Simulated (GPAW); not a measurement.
# Dielectric function and optical constants of CdF2

Wanted: where CdF2 starts to absorb, how strongly, and its refractive index.

Calculated with GPAW 26.7.0; DFT, PBE, plane-wave PAW (GPAW data sets), scalar-relativistic, RPA, optical limit.

Most raw output is cut from this account.

**1. The starting structure**

Symmetry: Fm-3m, No. 225, cubic system. Conventional cell: a = 5.388 Å, b = 5.388 Å, c = 5.388 Å, α = 90.00°, β = 90.00°, γ = 90.00°. Nearest to Cd lie 8 F at 2.33 Å. Nearest to F lie 4 Cd at 2.33 Å. Farther neighbours and most contacts between anions are not listed.

**2. Ground state**

First the ground state: is it a metal or has it a gap?

This step: DFT, PBE, plane-wave PAW (GPAW data sets), scalar-relativistic, ground state (GPAW 26.7.0).

Input file gs.py:

```python
from ase import Atoms
from ase.dft.bandgap import bandgap
from gpaw import GPAW, PW, FermiDirac

atoms = Atoms(['Cd', 'F', 'F'],
              cell=[[0.000000000000, 2.694000000000, 2.694000000000],
                    [2.694000000000, 0.000000000000, 2.694000000000],
                    [2.694000000000, 2.694000000000, 0.000000000000]],
              scaled_positions=[[0.000000000000, 0.000000000000, 0.000000000000],
                                [0.750000000000, 0.750000000000, 0.750000000000],
                                [0.250000000000, 0.250000000000, 0.250000000000]],
              pbc=[True, True, True])
atoms.calc = GPAW(mode=PW(500), xc='PBE', kpts={'size': (7, 7, 7), 'gamma': True},
                  occupations=FermiDirac(0.05), maxiter=150, txt='gs.txt')
print('energy (eV)', atoms.get_potential_energy())
print('Fermi level (eV)', atoms.calc.get_fermi_level())
print('valence electrons', atoms.calc.get_number_of_electrons())
print('gap (eV)', bandgap(atoms.calc, output=None)[0])
print('direct gap (eV)', bandgap(atoms.calc, direct=True, output=None)[0])
atoms.calc.write('gs.gpw')
```

Run with:

```sh
OMP_NUM_THREADS=1 python gs.py
```

Run time: 5.2 s. Hardware: 1 thread of Arm Neoverse V2, shared host; peak memory 0.14 GiB.

Numbers from this step:

```
energy                 : -10.76 eV
Fermi energy           : 2.886 eV
gap on the k-mesh      : 3.127 eV
direct gap on the mesh : 3.533 eV
electrons              : 26
```

There is a gap, 3.13 eV on this mesh (points off the mesh can give less), so no carriers' term is needed.

**3. Bands for the response**

At the fixed density, many empty bands are solved on the mesh of the response, since the spectrum sums over them.

This step: DFT, PBE, plane-wave PAW (GPAW data sets), scalar-relativistic, bands at fixed density (GPAW 26.7.0).

Input file nscf.py:

```python
from ase.dft.bandgap import bandgap
from gpaw import GPAW, FermiDirac

calc = GPAW('gs.gpw').fixed_density(kpts={'size': (10, 10, 10), 'gamma': True}, nbands=40, convergence={'bands': 34},
                                    occupations=FermiDirac(0.001), txt='nscf.txt')
print('gap (eV)', bandgap(calc, output=None)[0])
print('direct gap (eV)', bandgap(calc, direct=True, output=None)[0])
print('top band over the Fermi level (eV)', min(calc.get_eigenvalues(kpt=k)[33] for k in range(len(calc.get_ibz_k_points()))) - calc.get_fermi_level())
calc.write('full.gpw', mode='all')
```

Run with:

```sh
OMP_NUM_THREADS=1 python nscf.py
```

Wall time 34 s (1 thread); peak memory 0.18 GiB.

This step gave:

```
gap on the k-mesh : 3.078 eV
```

**4. Dielectric function, RPA**

Transitions between filled and empty bands, summed over the zone, give the optical response, so mesh, band count and broadening shape it.

The induced potential is part of this response.

This step: DFT, PBE, plane-wave PAW (GPAW data sets), scalar-relativistic, RPA, optical limit (GPAW 26.7.0).

Input file df.py:

```python
from gpaw.response.df import DielectricFunction

df = DielectricFunction('full.gpw', frequencies={'type': 'nonlinear', 'domega0': 0.03, 'omega2': 8},
                        ecut=60,
                        eta=0.2,
                        nbands=34,
                        txt='df.txt')
for direction in ['x']:
    df.get_dielectric_function(xc='RPA', direction=direction, filename=f'df_{direction}.csv')
```

Run with:

```sh
OMP_NUM_THREADS=1 python df.py
```

Elapsed: 5.9 s, on 1 thread; peak memory 0.27 GiB.

Read-outs, printed or worked out from the files:

```
electronic dielectric constant ε∞, mean over x, y and z (by symmetry where fewer were run) : 2.629
main peak of Im epsilon, first axis                                                        : 10.30 eV
```

Some rows of df_x.csv (energy; Re and Im without local fields; Re and Im with them):

```text
0.000000, 2.687804, 0.000000, 2.629417, 0.000000
0.555532, 2.694739, 0.005059, 2.636241, 0.004979
1.143969, 2.718050, 0.011032, 2.659190, 0.010865
1.768324, 2.764156, 0.019119, 2.704619, 0.018850
2.431988, 2.846858, 0.032408, 2.786230, 0.032012
3.138794, 3.003736, 0.063624, 2.941409, 0.063036
3.893091, 3.344094, 0.306920, 3.278962, 0.305662
4.699832, 3.248073, 1.043031, 3.184267, 1.039794
5.564682, 3.044001, 1.298560, 2.978419, 1.293849
6.494155, 2.574331, 1.285649, 2.494435, 1.287249
7.495775, 2.430091, 1.162998, 2.328045, 1.154537
8.578281, 2.563043, 1.070210, 2.468634, 1.022573
9.751884, 2.921151, 1.679504, 2.819271, 1.680386
11.028587, 1.519140, 1.402253, 1.349098, 1.389108
12.422601, 1.912058, 2.193366, 1.752062, 2.062605
13.950874, 1.021194, 2.523286, 1.028973, 2.290005
15.633783, 0.544963, 1.162077, 0.576978, 1.047587
17.496047, 0.939296, 1.207767, 1.048273, 0.878012
19.567954, 1.022288, 0.714909, 1.015732, 0.694386
```

The Im ε, E ∥ x has structure finer than the step of the table below, so its rows give means over 0.5 eV, whole bins alone (the curve runs from 0 to 21.9 eV). Peaks (eV: height): 5.66: 1.35, 6.33: 1.37, 10.31: 2.43, 12.42: 2.06, 13.69: 2.41, 20.95: 1.07.

Values under the direct gap are tails of Lorentzian lines. The Im ε, E ∥ x by photon energy; means over each step:

photon energy (eV), Im ε, E ∥ x and a bar:
```
      0.5       0.00 
      1.0       0.01 
      1.5       0.02 
      2.0       0.02 
      2.5       0.03 
      3.0       0.06 #
      3.5       0.12 #
      4.0       0.35 #####
      4.5       0.80 ###########
      5.0       0.96 #############
      5.5       1.20 ################
      6.0       1.15 ###############
      6.5       1.27 #################
      7.0       1.29 #################
      7.5       1.22 ################
      8.0       1.15 ###############
      8.5       1.05 ##############
      9.0       1.26 #################
      9.5       1.43 ###################
     10.0       2.15 #############################
     10.5       2.25 ##############################
     11.0       1.46 ###################
     11.5       1.21 ################
     12.0       1.58 #####################
     12.5       1.94 ##########################
     13.0       1.59 #####################
     13.5       2.10 ############################
     14.0       2.24 ##############################
     14.5       2.03 ###########################
     15.0       1.49 ####################
     15.5       1.11 ###############
     16.0       1.04 ##############
     16.5       0.85 ###########
     17.0       0.71 #########
     17.5       0.85 ###########
     18.0       0.86 ###########
     18.5       0.86 ###########
     19.0       0.84 ###########
     19.5       0.72 ##########
     20.0       0.81 ###########
     20.5       0.97 #############
     21.0       1.04 ##############
     21.5       0.89 ############
```

Table of Re ε, E ∥ x by photon energy:

photon energy (eV), Re ε, E ∥ x and a bar:
```
        0       2.63 ########################
        1       2.65 ########################
        2       2.73 #########################
        3       2.90 ##########################
        4       3.27 ##############################
        5       2.99 ###########################
        6       2.73 #########################
        7       2.51 ######################
        8       2.20 ###################
        9       2.55 #######################
       10       2.65 ########################
       11       1.33 ###########
       12       2.10 ##################
       13       1.66 ##############
       14       0.97 #######
       15       0.25 
       16       0.60 ####
       17       0.82 ######
       18       0.90 ######
       19       0.85 ######
       20       1.11 #########
       21       0.90 ######
```

The reflectivity at normal incidence, E ∥ x has structure finer than the step of the table below, so its rows give means over 0.5 eV, whole bins alone (the curve runs from 0 to 21.9 eV). Peaks (eV: height): 4.47: 9.67, 10.45: 12.8, 12.50: 10.8, 14.87: 15.3, 17.72: 4.43, 21.08: 5.71.

Table of reflectivity at normal incidence, E ∥ x by photon energy; means over each step:

```csv
photon energy (eV),"reflectivity at normal incidence, E ∥ x (%)"
0.5,5.65
1.0,5.72
1.5,5.85
2.0,6.05
2.5,6.34
3.0,6.79
3.5,7.55
4.0,8.47
4.5,9.40
5.0,8.47
5.5,8.98
6.0,8.05
6.5,7.94
7.0,7.84
7.5,7.13
8.0,6.65
8.5,6.77
9.0,7.91
9.5,8.88
10.0,11.9
10.5,12.1
11.0,7.33
11.5,5.88
12.0,8.25
12.5,10.2
13.0,7.99
13.5,11.1
14.0,13.5
14.5,14.6
15.0,13.8
15.5,8.98
16.0,7.39
16.5,5.68
17.0,3.33
17.5,3.66
18.0,3.96
18.5,3.80
19.0,4.00
19.5,2.80
20.0,3.19
20.5,4.26
21.0,5.41
21.5,4.45
```

Refractive index n and extinction k against photon energy:

```csv
photon energy (eV),n,k
0,1.62,0
1,1.63,0.00286
2,1.65,0.00686
3,1.70,0.0158
4,1.81,0.107
5,1.75,0.264
6,1.68,0.312
7,1.64,0.401
8,1.53,0.374
9,1.65,0.396
10,1.75,0.638
11,1.28,0.556
12,1.54,0.512
13,1.40,0.545
14,1.31,0.859
15,0.931,0.784
16,0.952,0.550
17,0.976,0.364
18,1.03,0.410
19,1.02,0.423
20,1.12,0.366
21,1.07,0.497
```

The loss function −Im 1/ε at q → 0, E ∥ x has structure finer than the step of the table below, so its rows give means over 1 eV, whole bins alone (the curve runs from 0 to 21.9 eV). Peaks (eV: height): 10.9: 0.388, 16.3: 0.776, 19.1: 0.591, 21.2: 0.622.

Values under the direct gap are tails of Lorentzian lines. The loss function −Im 1/ε at q → 0, E ∥ x by energy loss; means over each step:

```csv
energy loss (eV),"loss function −Im 1/ε at q → 0, E ∥ x"
1,0.00134
2,0.00310
3,0.00683
4,0.0327
5,0.0942
6,0.137
7,0.165
8,0.170
9,0.151
10,0.199
11,0.340
12,0.243
13,0.307
14,0.363
15,0.637
16,0.737
17,0.601
18,0.528
19,0.543
20,0.437
21,0.543
```

Optical constants at common wavelengths, from n + ik = √ε:

```csv
wavelength (nm),n,k,R (%),1/α
1550,1.63,0.002,5.7,55 µm
1064,1.63,0.003,5.8,25 µm
800,1.64,0.005,5.9,13 µm
633,1.65,0.007,6.0,7.6 µm
450,1.69,0.013,6.5,2.8 µm
405,1.71,0.017,6.8,1.9 µm
365,1.74,0.026,7.3,1.1 µm
```

Below the direct gap, k and the depth come from the tails of the Lorentzian lines, not from transitions.

Rows near the edge hang on the gap, which this functional as a rule makes too small, and phonon-assisted absorption is left out.

**5. Results**

```
electronic dielectric constant ε∞, mean over x, y and z (by symmetry where fewer were run) (RPA) : 2.63
main peak of Im epsilon, first axis                                                              : 10.3 eV
```

At this level (PBE, RPA) CdF2 has ε∞ = 2.63 and n = 1.63 at 1550 nm, and Im ε peaks at 10.3 eV. On the mesh the gap is 3.08 eV and the least direct gap 3.53 eV, so on this mesh the band edges lie at different points. Local fields change the static value along x from 2.69 to 2.63 (-2 %). Distinct maxima of Im ε, read by a parabola through the highest points, lie at 6.33 eV (1.4), 10.30 eV (2.4), 12.45 eV (2.1) and 13.72 eV (2.4). Excitons and phonon-assisted transitions are missing; PBE gaps are as a rule too small, which pulls the onset down and ε∞ up. The sum runs over mesh points, so small or evenly spaced maxima can still be ripples of the mesh. In this version of GPAW the matrix elements of the optical limit are incomplete, which can lower ε − 1 by up to a tenth where first-row anions or d states rule, and shift it by more in d metals.

[Machine, clock and banner lines and Python warnings are left out of the logs.]

[Logs are printed without paths, hosts, clocks, repeated set-up lines and the standing remarks that a program may print on its own settings, such as how far it seeks lower states.]

[Hosts, paths, dates, database ids (printed as entryN), source tags and the programs' standing remarks are cut or masked in the printed files.]
